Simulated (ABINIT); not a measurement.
# A GW chain in ABINIT: BaZrSe3 (P1), part 3 of 3

Aim: the G0W0 gap of BaZrSe3 (P1) on PBEsol, step by step.

ABINIT 10.8.3; PBEsol and many-body steps on it, plane waves. Known limits of the many-body steps: not at the basis limit; no spin-orbit coupling; coarse k mesh.

So far. Step 4 (Empty states on the mesh, 2×2×2 mesh, 202 bands): On this mesh the gap is 0.159 eV. Step 5 (Screening, 2×2×2 mesh, 184 bands, screening to 106.1 eV): Local fields lower ε∞ by 21 %. On a Γ-centred mesh this coarse the value itself is usually too large, while a short band sum pulls it down.

## Step 6: Self-energy, 2×2×2 mesh, 184 bands, screening to 106.1 eV

The self-energy is evaluated for the states that the input lists, and the levels follow from it, in one-shot runs by the linearised quasiparticle equation.

This step: G0W0 on PBEsol, plane waves, norm-conserving pseudopotentials.

run.abi

```
acell 3*1.0 Angstrom
rprim 
  5.287383000000 -0.000000000000 -0.000000000000
  0.003576000000 5.296392000000 -0.000000000000
  0.007950000000 0.010054000000 5.309462000000
ntypat 3
znucl 56 40 34
natom 5
typat 1 2 3 3 3
xred 
  0.998643000000 0.998478000000 0.998673000000
  0.476578000000 0.490069000000 0.476727000000
  0.488317000000 0.998506000000 0.502693000000
  0.983845000000 0.511636000000 0.518540000000
  0.492614000000 0.501310000000 0.993370000000
pp_dirpath "pseudos"
pseudos "Ba.upf, Zr.upf, Se.upf"
ecut 48
ngkpt 2 2 2
nshiftk 1
shiftk 0 0 0
kptopt 1
chksymbreak 0
istwfk *1
occopt 1
irdwfk 1
optdriver 4
nband 184
gwcalctyp 0
ecutsigx 48
symsigma 1
nkptgw 2
kptgw 
  0.5000000000 0.5000000000 0.5000000000
  0.0000000000 0.0000000000 0.0000000000
bdgw 
  46 49
  46 49
ecuteps 3.9
irdscr 1
ppmodel 1
indata_prefix "in"
outdata_prefix "out"
tmpdata_prefix "tmp"
```

On the command line:

```
OMP_NUM_THREADS=1 mpirun -n 8 abinit run.abi > log
```

Numbers of over 12 decimals in the logs are rounded to 6 here.

What it wrote:

```text
.Version 10.8.3 of ABINIT. v10.8.2 released Aug 2026.

 Symmetries : space group P1 (#  1); Bravais aP (primitive triclinic)
[... echo of the input left out ...]
== DATASET  1 ==================================================================
-   mpi_nproc: 8, omp_nthreads: 1 (-1 if OMP is not activated)

--- !DatasetInfo
iteration_state: {dtset: 1, }
dimensions: {natom: 5, nkpt: 8, mband: 184, nsppol: 1, nspinor: 1, nspden: 1, mpw: 15990, }
cutoff_energies: {ecut:  48.0, pawecutdg:  -1.0, }
electrons: {nelect:   9.40000000E+01, charge:   0.00000000E+00, occopt:   1.00000000E+00, tsmear:   1.00000000E-02, }

 SIGMA: Calculation of the GW corrections

 Based on a program developped by R.W. Godby, V. Olevano, G. Onida, and L. Reining.
 Incorporated in ABINIT by V. Olevano, G.-M. Rignanese, and M. Torrent.
.Using double precision arithmetic ; gwpc =  8

[... cell and pseudopotentials left out ...]
--------------------------------------------------------------------------------

 ==== K-mesh for the wavefunctions ====
 Number of points in the irreducible wedge :     8
[... list of points left out ...]
 Together with  1 symmetry operations and time-reversal symmetry
 yields     8 points in the full Brillouin Zone.

 ==== Q-mesh for screening function ====
 Number of points in the irreducible wedge :     8
[... list of points left out ...]
 Together with  1 symmetry operations and time-reversal symmetry
 yields     8 points in the full Brillouin Zone.

 vcoul_init : cutoff-mode = AUXILIARY_FUNCTION
 q-points for optical limit:   1
     1)      0.000010    0.000020    0.000030
 setmesh: FFT mesh size selected  =    64x   64x   64
          total number of points  =       262144

 Number of electrons calculated from density =   94.0000; Expected =   94.0000
 average of density, n =  0.093683
 r_s =    1.3659
 omega_plasma =   29.5247 [eV]

 === KS Band Gaps ===
  >>>> For spin  1
   Minimum direct gap =   0.6966 [eV], located at k-point      :   0.0000  0.0000  0.0000
   Fundamental gap    =   0.1584 [eV], Top of valence bands at :   0.5000  0.5000  0.5000
                                       Bottom of conduction at :   0.0000  0.0000  0.0000
 SIGMA fundamental parameters:
 PLASMON POLE MODEL  1
 number of plane-waves for SigmaX                15905
 number of plane-waves for SigmaC and W            365
 number of plane-waves for wavefunctions         15905
 number of bands                                   184
 number of independent spin polarizations            1
 number of spinorial components                      1
 number of k-points in IBZ                           8
 number of q-points in IBZ                           8
 number of symmetry operations                       1
 number of k-points in BZ                            8
 number of q-points in BZ                            8
 number of frequencies for dSigma/dE                 9
 frequency step for dSigma/dE [eV]                0.25
 number of omega for Sigma on real axis              0
 max omega for Sigma on real axis  [eV]           0.00
 zcut for avoiding poles [eV]                     0.10

 EPSILON^-1 parameters (SCR file):
 dimension of the eps^-1 matrix on file            365
 dimension of the eps^-1 matrix used               365
 number of plane-waves for wavefunctions         15905
 number of bands                                   184
 number of q-points in IBZ                           8
 number of frequencies                               2
 number of real frequencies                          1
 number of imag frequencies                          1

 matrix elements of self-energy operator (all in [eV])

 Perturbative Calculation

--- !SelfEnergy_ee
iteration_state: {dtset: 1, }
kpoint     : [   0.500,    0.500,    0.500, ]
spin       : 1
KS_gap     :    2.344
QP_gap     :    3.038
Delta_QP_KS:    0.694
data: !SigmaeeData |
     Band     E0 <VxcDFT>   SigX SigC(E0)      Z dSigC/dE  Sig(E)    E-E0       E
       46   5.756 -14.219 -16.183   2.095   0.785  -0.274 -14.116   0.103   5.859
       47   5.789 -14.233 -16.206   2.110   0.784  -0.275 -14.126   0.107   5.896
       48   8.133 -12.915  -7.318  -4.570   0.781  -0.281 -12.113   0.801   8.934
       49   8.323 -13.701  -7.754  -4.801   0.773  -0.293 -12.814   0.887   9.210

--- !SelfEnergy_ee
iteration_state: {dtset: 1, }
kpoint     : [   0.000,    0.000,    0.000, ]
spin       : 1
KS_gap     :    0.697
QP_gap     :    1.330
Delta_QP_KS:    0.634
data: !SigmaeeData |
     Band     E0 <VxcDFT>   SigX SigC(E0)      Z dSigC/dE  Sig(E)    E-E0       E
       46   5.183 -14.370 -16.291   2.055   0.786  -0.272 -14.264   0.106   5.288
       47   5.251 -14.565 -16.645   2.193   0.787  -0.271 -14.476   0.089   5.340
       48   5.948 -12.641  -7.808  -3.917   0.788  -0.269 -11.918   0.723   6.670
       49   6.078 -12.779  -8.179  -3.703   0.789  -0.268 -12.071   0.708   6.786

== END DATASET(S) ==============================================================
================================================================================

 -outvars: echo values of variables after computation  --------
           etotal      0.0000000000E+00
            nband         184
             nkpt           8
          spgroup           1
 [... the other variables as echoed above ...]

 Calculation completed.
```

Wall time 30 s (8 MPI ranks of Arm Neoverse N1, shared host); peak memory 3.4 GiB.

This step gave:

| Item | Value |
| --- | --- |
| G0W0 gap on the points computed | 0.774 eV |
| starting gap on the mesh | 0.1586 eV |
| k of the valence top | 0.5, 0.5, 0.5 |
| k of the conduction bottom | 0, 0, 0 |
| Z at the valence top | 0.784 |
| Z at the conduction bottom | 0.788 |
| least direct G0W0 gap on the computed points | 1.33 eV |

The gap on the mesh goes from 0.16 eV to 0.77 eV, a correction of +0.62 eV.

Limits: finite bands, cutoff and mesh; model gap, bands may invert with spin-orbit coupling; no spin-orbit coupling; coarse k mesh. v1 is the top filled band, c1 the lowest empty one. The levels before and after the correction (eV, zero at the valence-band top of each column):

```
           conduction bottom  valence top
Kohn-Sham               0.16         0.00
     G0W0               0.77         0.00
```

```
                      level  energy (eV)
Kohn-Sham  (0.5 0.5 0.5) v2       -0.033
Kohn-Sham  (0.5 0.5 0.5) v1        0.000
Kohn-Sham  (0.5 0.5 0.5) c1        2.344
Kohn-Sham  (0.5 0.5 0.5) c2        2.534
Kohn-Sham              Γ v2       -0.607
Kohn-Sham              Γ v1       -0.538
Kohn-Sham              Γ c1        0.159
Kohn-Sham              Γ c2        0.289
     G0W0  (0.5 0.5 0.5) v2       -0.037
     G0W0  (0.5 0.5 0.5) v1        0.000
     G0W0  (0.5 0.5 0.5) c1        3.038
     G0W0  (0.5 0.5 0.5) c2        3.314
     G0W0              Γ v2       -0.608
     G0W0              Γ v1       -0.556
     G0W0              Γ c1        0.774
     G0W0              Γ c2        0.890
```

## Step 7: Where the time went

Times are wall times on 8 MPI ranks of Arm Neoverse N1, shared host, good to a factor of about two.

```
                          step     time  share  memory (GiB)
                  ground state  6.2 min   34 %           1.5
bands along the symmetry lines  2.7 min   15 %           1.0
      empty states on the mesh  4.5 min   24 %           1.1
                     screening  4.6 min   25 %           6.7
                   self-energy     30 s    3 %           3.4
```

## Step 8: Outcome

```json
{
 "PBEsol gap": "0.16 eV, indirect",
 "G0W0 gap on the mesh": "0.77 eV",
 "GW settings": "2×2×2 mesh, 184 bands, screening to 106.1 eV, Godby-Needs plasmon pole",
 "known limits": "not at the basis limit; no spin-orbit coupling; coarse k mesh"
}
```

**Reading.** G0W0 moves the gap on the mesh from 0.16 eV to 0.77 eV (+0.62 eV), with Z of 0.78 and 0.79 at the edges. Local fields lower the RPA ε∞ on this mesh from 31.14 to 24.47; a Γ-centred mesh this coarse tends to raise both, most where the direct gap is narrow, while a short band sum lowers them. Only 2 of the mesh's irreducible points were corrected, so a valley elsewhere could overtake. Bands and cutoff are finite, so the gap is not at the basis limit. The miss can reach some tenths of an eV and take either sign; the mesh is an error of its own. In the G0W0 run levels were corrected at 2 k points alone, so a gap called «on the mesh» is the least over those, and an edge elsewhere would be missed. The 2×2×2 mesh is coarse for this cell, which bears on the long-range parts of exchange and screening. The many-body steps are scalar-relativistic: spin-orbit coupling is not in them.

[Paths, hosts, dates, memory and timing lines, banners, echoed tables and standing remarks are left out of the program output.]

[Logs are printed without paths, hosts, clocks, repeated set-up lines and the standing remarks that a program may print on its own settings, such as how far it seeks lower states.]

[Runs of the session that timed out or met a known fault of the program may be left out.]

[Hosts, paths, dates, database ids (printed as entryN), source tags and the programs' standing remarks are cut or masked in the printed files.]

[G0W0 gaps are taken among the corrected bands and points alone; a level outside them can change the order at an edge.]

[Where Ansatz stands beside ABINIT at settings called matched, ABINIT's density can come from a denser mesh and the files from another edition; pairs whose starting gaps differed by over 0.03 eV were left out, so agreement reads better than it is.]
